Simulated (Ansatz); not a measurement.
Entries from a set of simulations; values are calculated unless marked as measured.

**From HSE06 to G0W0: MoSeO (2H monolayer (Janus))**

The cell holds 3 atoms: 1 Mo, 1 O and 1 Se. Cell: a = 3.009 Å, b = 3.009 Å, c = 28.900 Å, α = 90.0°, β = 90.0°, γ = 120.0°. Vacuum lies along c.

```xyz
3
Lattice="3.0092 0.0000 0.0000 -1.5046 2.6061 0.0000 0.0000 0.0000 28.9000" Properties=species:S:1:pos:R:3
Mo    0.0000    1.7374   14.7825
O     1.5046    0.8687   15.8734
Se    1.5046    0.8687   13.0266
```

| Quantity | Value |
| --- | --- |
| method | G0W0 on HSE06, plane waves, PAW; PAW set soft_1 (and 1 further level or step) |
| program | Ansatz 0.2.0 |
| settings of one run | cutoff 420 eV, 6×6×1 k-mesh, PAW set soft 1, empty bands 204, screening cutoff 54 eV, screening contour deformation, QP bands (v2, c2) |
| cost | 2 runs, 4 min in all on 4 threads of Arm Neoverse V1, shared host (the runs of this entry) |
| notes | In doubt: masses and optical values from hybrid runs of this build are listed as unsure (in some of the runs), which bears on the screening that GW takes from such a start. Values taken over the cell’s volume include its vacuum. The program’s warnings: metallic iterate. The structure was relaxed with LDA. Limits: coarse mesh for a sheet; no spin-orbit coupling. For the G0W0 step: the program’s warnings for this run: metallic iterate. |
| HSE06 gap over mesh and listed points | 1.457 eV, from k = Γ to k = (0.333, 0.333, 0.000) |
| G0W0@HSE06 gap over all 7 irreducible mesh points | 1.867 eV, from k = Γ to k = (0.333, 0.333, 0.000) |
| GW settings | 6×6×1 mesh, 204 empty bands, screening to 54 eV, PAW set soft_1 files |
| known limits | finite bands, screening cutoff and k mesh; no spin-orbit coupling in G0W0 |

Over all 7 irreducible mesh points the G0W0 gap is 1.867 eV, from k = Γ to k = (0.333, 0.333, 0.000). The HSE06 gap of this run on the mesh is 1.457 eV. The two states that bound the G0W0 gap lie that far apart at the start, so the correction of the gap is 1.867 − 1.457 = +0.410 eV. The valence state moves by −5.304 − (−5.734) = +0.430 eV and the conduction state by −3.437 − (−4.277) = +0.840 eV, on the run's own scale; how far single levels stand from their limit in bands is not shown.

[Paths, hosts, dates, memory and timing lines, banners, echoed tables and standing remarks are left out of the program output.]

[Logs are printed without paths, hosts, clocks, repeated set-up lines and the standing remarks that a program may print on its own settings, such as how far it seeks lower states.]

[Runs of the session that timed out or met a known fault of the program may be left out.]

[Cells called generated may have been cut or substituted from an entry of the Crystallography Open Database or the Materials Project.]

[Hosts, paths, dates, database ids (printed as entryN), source tags and the programs' standing remarks are cut or masked in the printed files.]
